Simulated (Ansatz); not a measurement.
# Be2Al (built on the sites of a database entry of Be2B): a soft mode frozen in, part 2 of 2

Which phase does Be2Al (built on the sites of a database entry of Be2B) fall into along its unstable mode, and how much energy does it gain?

Ansatz 0.2.0; DFT PBEsol, scalar-relativistic, plane waves, PAW.

So far, highest frequency on the path or at a solved wavevector (cm⁻¹): step 2 (response at finite wavevector) 486. Also lowest frequency on the path (cm⁻¹): step 2 -206.

The structure was built from a prototype and need not be the compound's stable phase.

### Step 5. Energy along the mode, all amplitudes (two of the runs are shown above)

An imaginary frequency means negative curvature, so the energy should fall and then rise again as anharmonic terms take over.

Numbers from this step:

```
depth at the lowest point sampled  : 24.85 meV/atom
largest atomic shift at that point : 0.22 Å
```

Table of energy from the parent by largest atomic shift:

| largest atomic shift (Å) | energy from the parent (meV/atom) |
| --- | --- |
| 0.000 | 0 |
| 0.040 | -1.06 |
| 0.080 | -4.13 |
| 0.140 | -12.1 |
| 0.220 | -24.8 |
| 0.320 | -23.4 |
| 0.450 | 85.5 |

Displacement at unit largest shift by atom:

```
atom  x (Å)  y (Å)  z (Å)  size
 Be1   0.00   0.00  -1.00  1.00
 Be2   0.00   0.00   1.00  1.00
 Be3  -1.00   0.00   0.00  1.00
 Be4   1.00   0.00   0.00  1.00
 Be5   1.00   0.00   0.00  1.00
 Be6  -1.00   0.00   0.00  1.00
 Be7   0.00   0.00   1.00  1.00
 Be8   0.00   0.00  -1.00  1.00
 Al9   0.00  -0.74   0.00  0.74
Al10   0.00   0.74   0.00  0.74
Al11   0.00  -0.74   0.00  0.74
Al12   0.00   0.74   0.00  0.74
```

The lowest of the steps tried is at 0.22 Å, 24.8 meV/atom below the parent; the bottom of the well need not coincide with a step.

### Step 6. Relaxing from the distorted cell

Starting from the lowest point found, all atoms and the cell are let go, so that strain and other modes of the same symmetry can join in.

Input file input.yaml:

```yaml
crystal:
  lattice:
    - [0.0, 0.0, -5.45034208]
    - [5.45034208, 0.0, 0.0]
    - [2.72517104, -5.45034208, -2.72517104]
  atoms:
    - { symbol: Be, position: [0.6653644389, 0.625, 0.25] }
    - { symbol: Be, position: [0.0846355611, 0.125, 0.25] }
    - { symbol: Be, position: [0.375, 0.8346355611, 0.75] }
    - { symbol: Be, position: [0.875, 0.4153644389, 0.75] }
    - { symbol: Be, position: [0.375, 0.4153644389, 0.75] }
    - { symbol: Be, position: [0.875, 0.8346355611, 0.75] }
    - { symbol: Be, position: [0.0846355611, 0.625, 0.25] }
    - { symbol: Be, position: [0.6653644389, 0.125, 0.25] }
    - { symbol: Al, position: [0.7349572954, 0.2349572954, 0.5300854093] }
    - { symbol: Al, position: [0.2650427046, 0.7650427046, 0.4699145907] }
    - { symbol: Al, position: [0.4849572954, 0.4849572954, 0.0300854093] }
    - { symbol: Al, position: [0.0150427046, 0.0150427046, -0.0300854093] }
kpoints:
  mp_grid: { grid: [6, 6, 6] }
hamiltonian:
  xc: pbesol
scf:
  occupations: { method: methfessel_paxton, width: 0.15 }
output:
  forces: true
  stress: true
  eigenvalues: true
relax:
  adjacent_minimum: "off"
  f_tol: 0.002
  max_steps: 120
  cell: { stress_tol: 0.03 }
```

The run is started by

```
> ansatz run input.yaml --threads 4 --pin off --max-ram 7168MiB --backend cpu --events-out ev --progress --plain --runs-dir out
```

Numbers of over 12 decimals in the logs are rounded to 6 here.

The log of the run:

```text
[...]
Crystal: 12 atoms, lattice volume = 161.909 Å³
Basis set: ecut = 420 eV, 3083 PW (Γ), exchange–correlation on 80×80×90 points (8 copies of the dense FFT grid, shifted against one another)
Bands: 26, of which v1, the nominal top of the filled ones, is band 14 counted from 1 (13 counted from 0)
Symmetry: 16 space group operations
[...]
k-points: 30 of 216
[...]
SCF iter   1: F=—  HF=-2814.132435 eV  |F-HF|=—  |Δ(HF+E_count)|=         —  Δρ=2.47e-3  dr2=1.73e-2  ethr=1.77e-3  ⟨swp⟩=9.0  Hψ=5601  notcnv=0  defer=4
[...]
SCF iter   6: F=-2814.127884 eV  HF=-2814.127884 eV  |F-HF|=1.84e-10  |Δ(HF+E_count)|=   1.09e-7  S|Δr|=    0.00e0  Δρ=2.68e-6  dr2=1.92e-8  ethr=3.57e-10  ⟨swp⟩=9.0  Hψ=3841  notcnv=0
SCF 1 converged in 6 iterations: F = -2814.127884 eV  dr2 = 1.92e-8
[...]
relax step   1: F+E_penalty+E_count = -2814.12788383 eV  Δ(F+E_penalty+E_count) = +0.000e0 eV  max|allowed force component| = 6.413e-1 eV/Å  Δτ_max = 0.0000 Å  P = -0.371 GPa  Ω = 161.909 Å³  (6 SCF iters, dr2 threshold 1.00e-7 eV, accepted)
Crystal: 12 atoms, lattice volume = 159.244 Å³
Basis set: ecut = 420 eV, 3097 PW (Γ), exchange–correlation on 80×80×90 points (8 copies of the dense FFT grid, shifted against one another)
[...]
iter 1 solved again at ethr=8.24e-5 eV; its pass at ethr=3.10e-3 eV (dr2=2.31e-2 eV) is discarded
[...]
SCF iter   5: F=-2814.519834 eV  HF=-2814.519834 eV  |F-HF|=1.14e-8  |Δ(HF+E_count)|=   4.03e-7  S|Δr|=    0.00e0  Δρ=6.92e-6  dr2=1.38e-7  ethr=4.29e-9  ⟨swp⟩=4.3  Hψ=2154  notcnv=0
SCF 2 converged in 5 iterations: F = -2814.519834 eV  dr2 = 1.38e-7
[...]
relax step   2: F+E_penalty+E_count = -2814.51983372 eV  Δ(F+E_penalty+E_count) = -3.919e-1 eV  max|allowed force component| = 4.910e-1 eV/Å  Δτ_max = 0.0975 Å  P = -0.245 GPa  Ω = 159.244 Å³  energy of the carried Pulay correction = +5.314e-4 eV  (5 SCF iters, dr2 threshold 1.20e-6 eV, accepted)
Crystal: 12 atoms, lattice volume = 154.820 Å³
Basis set: ecut = 420 eV, 3025 PW (Γ), exchange–correlation on 80×80×90 points (8 copies of the dense FFT grid, shifted against one another)
[...]
SCF iter   5: F=-2814.829533 eV  HF=-2814.829533 eV  |F-HF|=7.71e-10  |Δ(HF+E_count)|=   6.36e-7  S|Δr|=    0.00e0  Δρ=2.06e-5  dr2=9.93e-7  ethr=4.29e-9  ⟨swp⟩=7.1  Hψ=3807  notcnv=0
SCF 3 converged in 5 iterations: F = -2814.829533 eV  dr2 = 9.93e-7
[...]
relax step   3: F+E_penalty+E_count = -2814.82953302 eV  Δ(F+E_penalty+E_count) = -3.097e-1 eV  max|allowed force component| = 5.117e-1 eV/Å  Δτ_max = 0.1556 Å  P = +0.327 GPa  Ω = 154.820 Å³  energy of the carried Pulay correction = +1.433e-3 eV  (5 SCF iters, dr2 threshold 1.20e-6 eV, accepted)
[... from here on, the SCF cycles and remarks between the steps are left out ...]
relax step   4: F+E_penalty+E_count = -2814.96391162 eV  Δ(F+E_penalty+E_count) = -1.344e-1 eV  max|allowed force component| = 3.149e-1 eV/Å  Δτ_max = 0.1009 Å  P = +0.072 GPa  Ω = 152.205 Å³  energy of the carried Pulay correction = +1.978e-3 eV  (6 SCF iters, dr2 threshold 1.20e-6 eV, accepted)
relax step   5: F+E_penalty+E_count = -2814.72767828 eV  Δ(F+E_penalty+E_count) = +2.362e-1 eV  max|allowed force component| = 7.569e-1 eV/Å  Δτ_max = 0.1945 Å  P = -0.217 GPa  Ω = 151.645 Å³  energy of the carried Pulay correction = +2.096e-3 eV  (5 SCF iters, dr2 threshold 1.20e-6 eV, rejected (line search))
relax step   6: F+E_penalty+E_count = -2815.01306079 eV  Δ(F+E_penalty+E_count) = -4.915e-2 eV  max|allowed force component| = 3.567e-2 eV/Å  Δτ_max = 0.0423 Å  P = +0.008 GPa  Ω = 151.853 Å³  energy of the carried Pulay correction = +2.052e-3 eV  (8 SCF iters, accepted)
relax step   7: F+E_penalty+E_count = -2815.01355072 eV  Δ(F+E_penalty+E_count) = -4.899e-4 eV  max|allowed force component| = 1.501e-3 eV/Å  Δτ_max = 0.0094 Å  P = +0.010 GPa  Ω = 151.679 Å³  energy of the carried Pulay correction = +2.089e-3 eV  (4 SCF iters, dr2 threshold 7.95e-8 eV, accepted)
relax step   8: F+E_penalty+E_count = -2815.01354895 eV  Δ(F+E_penalty+E_count) = +1.774e-6 eV  max|allowed force component| = 1.745e-3 eV/Å  Δτ_max = 0.0012 Å  P = +0.001 GPa  Ω = 151.727 Å³  energy of the carried Pulay correction = +2.079e-3 eV  (4 SCF iters, dr2 threshold 3.29e-9 eV, accepted)
relax step   9: F+E_penalty+E_count = -2815.01491310 eV  Δ(F+E_penalty+E_count) = -1.364e-3 eV  max|allowed force component| = 1.910e-3 eV/Å  Δτ_max = 0.0000 Å  P = +0.010 GPa  Ω = 151.727 Å³  stress off target by 3.21e-2 GPa  SCF on the basis re-selected at this cell (its energy is not comparable with the rows above)  (5 SCF iters)
relax step  10: F+E_penalty+E_count = -2815.01492320 eV  Δ(F+E_penalty+E_count) = -1.010e-5 eV  max|allowed force component| = 1.635e-5 eV/Å  Δτ_max = 0.0006 Å  P = -0.004 GPa  Ω = 151.734 Å³  energy of the carried Pulay correction = -1.039e-6 eV  (4 SCF iters, dr2 threshold 2.58e-9 eV, accepted)
[...]
SCF iter   1: F=—  HF=-2815.014911 eV  |F-HF|=—  |Δ(HF+E_count)|=         —  Δρ=5.69e-7  dr2=4.43e-10  ethr=3.84e-7  ⟨swp⟩=2.5  Hψ=7183  notcnv=0
eigensolver tolerance schedule: the retry pair's looser diagonalisation over-reported the residual by 242745.31 of it (diagonalisation noise at an unbounded share of the residual, at the tolerance the schedule requests for it); recorded, not acted on — ethr = c·dr2/N_el stays at c = 1.0e-1
SCF iter   2: F=—  HF=-2815.014926 eV  |F-HF|=—  |Δ(HF+E_count)|=   1.55e-5  S|Δr|=    0.00e0  Δρ=3.11e-7  dr2=1.61e-10  ethr=1.58e-12  ⟨swp⟩=3.6  Hψ=1762  notcnv=0
[...]
SCF iter   4: F=-2815.014926 eV  HF=-2815.014926 eV  |F-HF|=1.36e-12  |Δ(HF+E_count)|=  5.00e-12  S|Δr|=    0.00e0  Δρ=4.28e-8  dr2=2.64e-12  ethr=1.00e-12  ⟨swp⟩=4.5  Hψ=3135  notcnv=0
SCF 11 converged in 4 iterations: F = -2815.014926 eV  dr2 = 2.64e-12
[...]
relax step  11: F+E_penalty+E_count = -2815.01492602 eV  Δ(F+E_penalty+E_count) = -2.822e-6 eV  max|allowed force component| = 1.590e-5 eV/Å  Δτ_max = 0.0000 Å  P = -0.004 GPa  Ω = 151.734 Å³  stress off target by 4.71e-3 GPa  SCF on the basis re-selected at this cell (its energy is not comparable with the rows above)  (4 SCF iters)
[...]
SCF converged after 4 iterations
[...]
Free energy (F): -2815.014926 eV
[...]
Internal energy: -2815.021619 eV  (E = F + TS)
E sigma→0 (E₀):  -2815.016599 eV
Entropy (-TS):   0.006693 eV (0.558 meV/atom)
Fermi energy:    6.026577 eV
[...]
--- Forces (eV/Å), atoms counted from 1 ---
  atom   1  Be    -0.00000000     0.00000000     0.00001590
  atom   2  Be     0.00000000     0.00000000    -0.00001590
  atom   3  Be     0.00001590     0.00000000    -0.00000000
  atom   4  Be    -0.00001590     0.00000000    -0.00000000
  atom   5  Be    -0.00001590    -0.00000000    -0.00000000
  atom   6  Be     0.00001590     0.00000000    -0.00000000
  atom   7  Be     0.00000000     0.00000000    -0.00001590
  atom   8  Be    -0.00000000    -0.00000000     0.00001590
  atom   9  Al     0.00000000     0.00000485     0.00000000
  atom  10  Al     0.00000000    -0.00000485     0.00000000
  atom  11  Al     0.00000000     0.00000485     0.00000000
  atom  12  Al     0.00000000    -0.00000485     0.00000000
  max |Σ_I F_I| component: 1.99e-17 eV/Å
--- Stress (GPa, compression-positive) ---
       -0.004709       0.000000       0.000000
        0.000000      -0.002877       0.000000
        0.000000       0.000000      -0.004709
  P = ⅓ Tr σ = -0.0041 GPa (-0.041 kbar)
--- Band table (eV; the first three rows and the last of 30) ---
  k-point 0: bands = [... 10 lower, 2.6076, 3.1261, 3.1261, 4.9007, 6.2302, 7.5409, 8.0491, 8.0491, ... 8 higher]
  k-point 1: bands = [... 10 lower, 3.2894, 3.2894, 3.8588, 5.0044, 6.5062, 7.1235, 7.1235, 7.1799, ... 8 higher]
  k-point 2: bands = [... 10 lower, 4.0285, 4.1016, 5.3133, 5.5025, 5.8910, 5.8910, 6.4801, 7.4633, ... 8 higher]
  k-point 29: bands = [... 10 lower, 5.2540, 5.2540, 6.2670, 6.2670, 6.7450, 6.7450, 7.5376, 7.5376, ... 8 higher]
--- Relaxed structure (9 steps of the walk, 8 accepted, 2 SCFs on fresh bases) ---
  F+E_penalty+E_count = -2815.01492602 eV   max|allowed force component| = 1.590e-5 eV/Å   (the final SCF, on the basis selected at the relaxed cell)
  cell:  # Å, volume = 151.7338 Å³
    - [0.0, 0.0, -5.680128]
    - [5.680128, 0.0, 0.0]
    - [2.840064, -4.702903, -2.840064]
  atoms:
    - { symbol: Be, position: [0.689429, 0.625, 0.25] }
    - { symbol: Be, position: [0.060571, 0.125, 0.25] }
    - { symbol: Be, position: [0.375, 0.810571, 0.750000] }
    - { symbol: Be, position: [0.875000, 0.439429, 0.750000] }
    - { symbol: Be, position: [0.375, 0.439429, 0.750000] }
    - { symbol: Be, position: [0.875000, 0.810571, 0.750000] }
    - { symbol: Be, position: [0.060571, 0.625, 0.25] }
    - { symbol: Be, position: [0.689429, 0.125, 0.25] }
    - { symbol: Al, position: [0.697797, 0.197797, 0.604406] }
    - { symbol: Al, position: [0.302203, 0.802203, 0.395594] }
    - { symbol: Al, position: [0.447797, 0.447797, 0.104406] }
    - { symbol: Al, position: [0.052203, 0.052203, -0.104406] }
```

Run time: 25 s. Hardware: 4 threads of Arm Neoverse V1, shared host; peak memory 0.54 GiB; 96 s of CPU time.

Step by step:

| step | energy less that of the first step (eV) | largest force component (eV/Å) | pressure (GPa) | volume (Å³) |
| --- | --- | --- | --- | --- |
| 1 | 0.0000 | 0.6413 | -0.37 | 161.91 |
| 2 | -0.3920 | 0.4910 | -0.25 | 159.24 |
| 3 | -0.7016 | 0.5117 | 0.33 | 154.82 |
| 4 | -0.8360 | 0.3149 | 0.07 | 152.21 |
| 5 | -0.5998 | 0.7569 | -0.22 | 151.65 |
| 6 | -0.8852 | 0.0357 | 0.01 | 151.85 |
| 7 | -0.8857 | 0.0015 | 0.01 | 151.68 |
| 8 | -0.8857 | 0.0017 | 0.00 | 151.73 |
| 9* | -0.8870 | 0.0019 | 0.01 | 151.73 |
| 10 | -0.8870 | 0.0000 | 0.00 | 151.73 |
| 11* | -0.8870 | 0.0000 | 0.00 | 151.73 |

Relaxation steps marked * repeat the geometry before them on a plane-wave basis chosen anew for their cell, so energy and pressure can jump there. Relaxation step 5 was tried and not accepted.

Forces are held to the 16 operations that the run works with; a distortion that breaks them can't arise in this run.

```
     cell as run  before  after  change
           a (Å)   5.450  5.680  +4.2 %
           b (Å)   5.450  5.680  +4.2 %
           c (Å)   6.675  6.185  -7.4 %
           α (°)   65.91  62.66  -4.9 %
           β (°)   65.91  62.66  -4.9 %
volume (Å³/atom)   13.49  12.64  -6.3 %
```

The atoms that moved most (Å, as changes of fractional coordinates times the final cell):

```
atom     dx      dy      dz  length
Al12  0.000   0.350   0.000   0.350
 Al9  0.000  -0.350   0.000   0.350
Al10  0.000   0.350   0.000   0.350
Al11  0.000  -0.350   0.000   0.350
 Be4  0.137   0.000   0.000   0.137
 Be5  0.137   0.000   0.000   0.137
 Be1  0.000   0.000  -0.137   0.137
 Be8  0.000   0.000  -0.137   0.137
```

Final coordinates:

```cif
data_structure
_symmetry_space_group_name_H-M 'P 1'
_symmetry_Int_Tables_number 1
_cell_length_a 5.6801
_cell_length_b 5.6801
_cell_length_c 6.1846
_cell_angle_alpha 62.663
_cell_angle_beta 62.663
_cell_angle_gamma 90.000
_cell_volume 151.73
loop_
_atom_site_label
_atom_site_type_symbol
_atom_site_fract_x
_atom_site_fract_y
_atom_site_fract_z
_atom_site_occupancy
Be1 Be 0.68943 0.62500 0.25000 1
Be2 Be 0.06057 0.12500 0.25000 1
Be3 Be 0.37500 0.81057 0.75000 1
Be4 Be 0.87500 0.43943 0.75000 1
Be5 Be 0.37500 0.43943 0.75000 1
Be6 Be 0.87500 0.81057 0.75000 1
Be7 Be 0.06057 0.62500 0.25000 1
Be8 Be 0.68943 0.12500 0.25000 1
Al9 Al 0.69780 0.19780 0.60441 1
Al10 Al 0.30220 0.80220 0.39559 1
Al11 Al 0.44780 0.44780 0.10441 1
Al12 Al 0.05220 0.05220 0.89559 1
```

Numbers from this step:

```
pressure        : -0.004098 GPa
volume per atom : 12.64 Å³
```

The distorted start has space group I4_1/amd; the relaxation ends in I4_1/amd.

### Step 7. What came out

```
unstable mode of the parent                                                      : q = (0.25, -0.5, -0.25), 206i cm⁻¹
depth at the lowest point sampled                                                : 24.8 meV/atom
largest atomic shift at that point                                               : 0.22 Å
space group reached (within 0.01 Å)                                              : I4_1/amd
energy gained over the parent (first relaxation, on the mesh of the frozen mode) : 99.1 meV/atom
volume per atom, phase reached                                                   : 12.6 Å³
```

What this shows: Along this mode the structure falls into I4_1/amd, 99.1 meV/atom below the parent. At the parent's cell the well is 24.85 meV/atom deep on the steps tried, with its lowest point at a shift of 0.22 Å. Relaxing atoms and cell changes the gain by +74.21 meV/atom against the lowest step (energies at zero smearing). Most of the total comes from this relaxation. The modes of the phase reached were not computed on this path. Of the 4 patterns followed to their end from this parent, this one ends 260 meV/atom above the lowest, P6/mmm. Each path keeps the symmetry of its pattern, so a lower phase may lie along a pattern not tried. With no gap, or one that is small against the smearing, the frequencies hang on the k mesh and the smearing, most of all near Kohn anomalies. The phonon runs are without spin polarisation, although the cell has an odd electron count. A phonon run warned that its eigensolver left some bands unconverged in a pass. The starting cell was built on a prototype and not taken from a measurement, so the phase need not exist.

[Logs are printed without paths, hosts, clocks, repeated set-up lines and the standing remarks that a program may print on its own settings, such as how far it seeks lower states.]

[Hosts, paths, dates, database ids (printed as entryN), source tags and the programs' standing remarks are cut or masked in the printed files.]
